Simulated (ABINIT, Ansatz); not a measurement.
## SnPbSe3 (Pm-3m): zone-centre phonons

Wanted: the vibrations of SnPbSe3 (Pm-3m) at Γ, by two programs.

Method: DFT LDA, scalar-relativistic, plane waves, HGH norm-conserving pseudopotentials, in ABINIT 10.8.3.

The structure was built from a prototype and need not be the compound's stable phase.

### 1. Starting point

It takes space group Pm-3m (No. 221, cubic). The conventional cell has a = 5.279 Å, b = 5.279 Å, c = 5.279 Å, α = 90.00°, β = 90.00°, γ = 90.00°. Nearest to Sn lie 12 Se at 3.73 Å. Pb has 6 Se at 2.64 Å nearest. Nearest to Se lie 2 Pb at 2.64 Å. Farther neighbours and most contacts between anions are not listed.

### 2. Relaxing the cell and atoms

The harmonic expansion needs vanishing forces, and a free crystal bears no stress, so cell and atoms are brought to rest. Stress is more sensitive to the basis than forces are: the last 3 Ha under the cutoff are smoothed with ecutsm, and the cutoff is raised above that of the later runs.

The starting cell comes from a relaxation made beforehand in Ansatz (LDA, PseudoDojo NC).

File relax.abi:

```
# relaxation
ionmov 2
optcell 2
dilatmx 1.08
ntime 40
tolmxf 1.0d-05
tolvrs 1.0d-14
prtwf 0
prtden 0
chksymtnons 0

# basis, mesh and filling
ecut 26.0
ecutsm 3.0
ixc 7
ngkpt 6 6 6
nshiftk 1
shiftk 0.0 0.0 0.0
istwfk *1
occopt 3
tsmear 0.01
nband 20
nstep 100
diemac 1000000.0
prtebands 0
prtgsr 0

# cell and atoms
acell 3*1.0 Angstrom
rprim 
    5.279065424 0.0 0.0
    0.0 5.279065424 0.0
    0.0 0.0 5.279065424
ntypat 3
znucl 50 82 34
natom 5
typat 1 2 3 3 3
xred 
    0.0 0.0 0.0
    0.5 0.5 0.5
    0.5 0.5 0.0
    0.5 0.0 0.5
    0.0 0.5 0.5
pp_dirpath "./pseudo"
pseudos "Sn.hgh, Pb.hgh, Se.hgh"
```

On the command line:

```sh
> OMP_NUM_THREADS=1 mpirun -n 4 abinit relax.abi > relax.log
```

Numbers of over 12 decimals in the logs are rounded to 6 here.

relax.abo, the main output file:

```text
[banners, grids, parts of the stress and lines that vanish by symmetry left out]
- input  file    -> relax.abi
- output file    -> relax.abo
- root for input  files -> relaxi
[...]
Symmetries : space group Pm -3 m (#221); Bravais cP (primitive cubic)
[...]
mpw =        8024          nfft =      125000          nkpt =          20
[...]
== DATASET  1 ==================================================================
[...]
cutoff_energies: {ecut:  26.0, pawecutdg:  -1.0, }
[...]
Exchange-correlation functional for the present dataset will be:
  LDA: Perdew-Wang 92 LSD fit to Ceperley-Alder data - ixc=7
[...]
ETOT  1  -35.573892424374    -3.557E+01 4.226E-02 5.582E+02
 ETOT  2  -35.662417944387    -8.853E-02 3.710E-03 1.853E+01
 ETOT  3  -35.666198034547    -3.780E-03 6.103E-04 6.565E+00
 ETOT  4  -35.667024671009    -8.266E-04 4.656E-04 4.226E-01
 ETOT  5  -35.667086939689    -6.227E-05 2.233E-04 6.116E-03
[...]
At SCF step   12       vres2   =  2.47E-17 < tolvrs=  1.00E-14 =>converged.
[...]
sigma(1 1)=  7.54609996E-06  sigma(3 2)=  0.00000000E+00
  sigma(2 2)=  7.54609996E-06  sigma(3 1)=  0.00000000E+00
  sigma(3 3)=  7.54609996E-06  sigma(2 1)=  0.00000000E+00
[...]
convergence: {deltae:  3.908E-13, res2:  2.470E-17, residm:  7.721E-06, diffor: null, }
etotal    :  -3.56670875E+01
[...]
ETOT  1  -35.667085550260    -3.567E+01 8.434E-05 5.202E-02
[...]
At SCF step    9       vres2   =  2.71E-16 < tolvrs=  1.00E-14 =>converged.
[...]
sigma(1 1)=  6.52749071E-06  sigma(3 2)=  0.00000000E+00
  sigma(2 2)=  6.52749071E-06  sigma(3 1)=  0.00000000E+00
  sigma(3 3)=  6.52749071E-06  sigma(2 1)=  0.00000000E+00
[...]
convergence: {deltae:  8.242E-13, res2:  2.707E-16, residm:  6.857E-06, diffor: null, }
etotal    :  -3.56670922E+01
[...]
ETOT  1  -35.666845253057    -3.567E+01 1.673E-03 2.045E+00
[...]
ETOT  9  -35.667106191440     1.634E-13 2.880E-04 1.124E-14
 ETOT 10  -35.667106191440     4.547E-13 7.309E-03 8.259E-17
 At SCF step   10       vres2   =  8.26E-17 < tolvrs=  1.00E-14 =>converged.
[...]
sigma(1 1)= -5.40368226E-08  sigma(3 2)=  0.00000000E+00
  sigma(2 2)= -5.40368226E-08  sigma(3 1)=  0.00000000E+00
  sigma(3 3)= -5.40368226E-08  sigma(2 1)=  0.00000000E+00
[...]
convergence: {deltae:  4.547E-13, res2:  8.259E-17, residm:  7.309E-03, diffor: null, }
etotal    :  -3.56671062E+01
[...]
At Broyd/MD step   3, gradients are converged :
[...]
sigma(1 1)= -5.40368226E-08  sigma(3 2)=  0.00000000E+00
  sigma(2 2)= -5.40368226E-08  sigma(3 1)=  0.00000000E+00
  sigma(3 3)= -5.40368226E-08  sigma(2 1)=  0.00000000E+00
[...]
- sigma(1 1)= -1.58981821E-03  sigma(3 2)=  0.00000000E+00
- sigma(2 2)= -1.58981821E-03  sigma(3 1)=  0.00000000E+00
- sigma(3 3)= -1.58981821E-03  sigma(2 1)=  0.00000000E+00
[...]
fcart     -0.0000000000E+00 -0.0000000000E+00 -0.0000000000E+00
           strten     -5.4036822558E-08 -5.4036822559E-08 -5.4036822560E-08
================================================================================

[key lines of the parts left out:]
pressure_GPa:   1.5898E-03
Total energy (etotal) [Ha]= -3.56671061914399E+01
```

Elapsed: 84 s, on 4 MPI ranks of Arm Neoverse V1, shared host.

The steps of the relaxation:

```
step  energy less that of the first step (eV)  largest force (eV/Å)  volume (Å³)
   1                                   0.0000                0.0000       147.12
   2                                  -0.0001                0.0000       147.02
   3                                  -0.0005                0.0000       146.38
```

```
conventional cell, symmetrised  before  after  change
                         a (Å)   5.279  5.270  -0.2 %
                         b (Å)   5.279  5.270  -0.2 %
                         c (Å)   5.279  5.270  -0.2 %
              volume (Å³/atom)   29.42  29.28  -0.5 %
```

Read from the output:

* volume per atom: 29.28 Å³
* pressure: 0.001590 GPa
* gap on the k-mesh: 0 eV

The volume changes by -0.5 % from the cell with which this run began.

### 3. Self-consistent run for the response

The response is built on these wavefunctions, so the potential is converged far more tightly than an energy would need. Occupations are smeared.

File gs.abi:

```
# ground state
tolvrs 1.0d-16
prtden 1
prtwf 1

# basis, mesh and filling
ecut 20.0
ixc 7
ngkpt 6 6 6
nshiftk 1
shiftk 0.0 0.0 0.0
istwfk *1
occopt 3
tsmear 0.01
nband 20
nstep 100
diemac 1000000.0
prtebands 0
prtgsr 0

# cell and atoms
acell 3*1.0 Angstrom
rprim 
    5.270250267 0.0 0.0
    0.0 5.270250267 0.0
    0.0 0.0 5.270250267
ntypat 3
znucl 50 82 34
natom 5
typat 1 2 3 3 3
xred 
    0.0 0.0 0.0
    0.5 0.5 0.5
    0.5 0.5 0.0
    0.5 0.0 0.5
    0.0 0.5 0.5
pp_dirpath "./pseudo"
pseudos "Sn.hgh, Pb.hgh, Se.hgh"
```

On the command line:

```sh
> OMP_NUM_THREADS=1 mpirun -n 4 abinit gs.abi > gs.log
```

gs.abo, the main output file:

```text
[banners, grids, parts of the stress and lines that vanish by symmetry left out]
- input  file    -> gs.abi
- output file    -> gs.abo
- root for input  files -> gsi
[...]
Symmetries : space group Pm -3 m (#221); Bravais cP (primitive cubic)
[...]
mpw =        4248          nfft =       91125          nkpt =          20
[...]
== DATASET  1 ==================================================================
[...]
cutoff_energies: {ecut:  20.0, pawecutdg:  -1.0, }
[...]
Exchange-correlation functional for the present dataset will be:
  LDA: Perdew-Wang 92 LSD fit to Ceperley-Alder data - ixc=7
[...]
ETOT  1  -35.570808531914    -3.557E+01 3.381E-02 3.998E+02
 ETOT  2  -35.656202697720    -8.539E-02 4.582E-03 1.361E+01
 ETOT  3  -35.660009702641    -3.807E-03 4.691E-04 4.723E+00
 ETOT  4  -35.660818966973    -8.093E-04 1.879E-04 2.979E-01
 ETOT  5  -35.660878661464    -5.969E-05 7.465E-05 4.203E-03
[...]
ETOT 11  -35.660879179124     1.208E-13 8.843E-06 5.146E-14
 ETOT 12  -35.660879179125    -1.805E-12 6.327E-06 1.625E-17
 At SCF step   12       vres2   =  1.63E-17 < tolvrs=  1.00E-16 =>converged.
[...]
sigma(1 1)=  2.87217782E-05  sigma(3 2)=  0.00000000E+00
  sigma(2 2)=  2.87217782E-05  sigma(3 1)=  0.00000000E+00
  sigma(3 3)=  2.87217782E-05  sigma(2 1)=  0.00000000E+00
[...]
convergence: {deltae: -1.805E-12, res2:  1.625E-17, residm:  6.327E-06, diffor: null, }
etotal    :  -3.56608792E+01
[...]
sigma(1 1)=  2.87217782E-05  sigma(3 2)=  0.00000000E+00
  sigma(2 2)=  2.87217782E-05  sigma(3 1)=  0.00000000E+00
  sigma(3 3)=  2.87217782E-05  sigma(2 1)=  0.00000000E+00
[...]
- sigma(1 1)=  8.45023890E-01  sigma(3 2)=  0.00000000E+00
- sigma(2 2)=  8.45023890E-01  sigma(3 1)=  0.00000000E+00
- sigma(3 3)=  8.45023890E-01  sigma(2 1)=  0.00000000E+00
[...]
fcart     -0.0000000000E+00 -0.0000000000E+00 -0.0000000000E+00
           strten      2.8721778244E-05  2.8721778244E-05  2.8721778244E-05
================================================================================

[key lines of the parts left out:]
pressure_GPa:  -8.4502E-01
```

The job ended after 21 s (4 MPI ranks).

This step gave:

| Quantity | Value |
| --- | --- |
| pressure | -0.8450 GPa |

The cell stands at -0.85 GPa: the relaxation ran with a smoothed and higher cutoff, and the difference is a stress of the finite basis.

(Part 1 of 4 ends here.)

[Host names and launcher messages were left out of these logs when they were recorded.]

[Logs are printed without paths, hosts, clocks, repeated set-up lines and the standing remarks that a program may print on its own settings, such as how far it seeks lower states.]

[Hosts, paths, dates, database ids (printed as entryN), source tags and the programs' standing remarks are cut or masked in the printed files.]
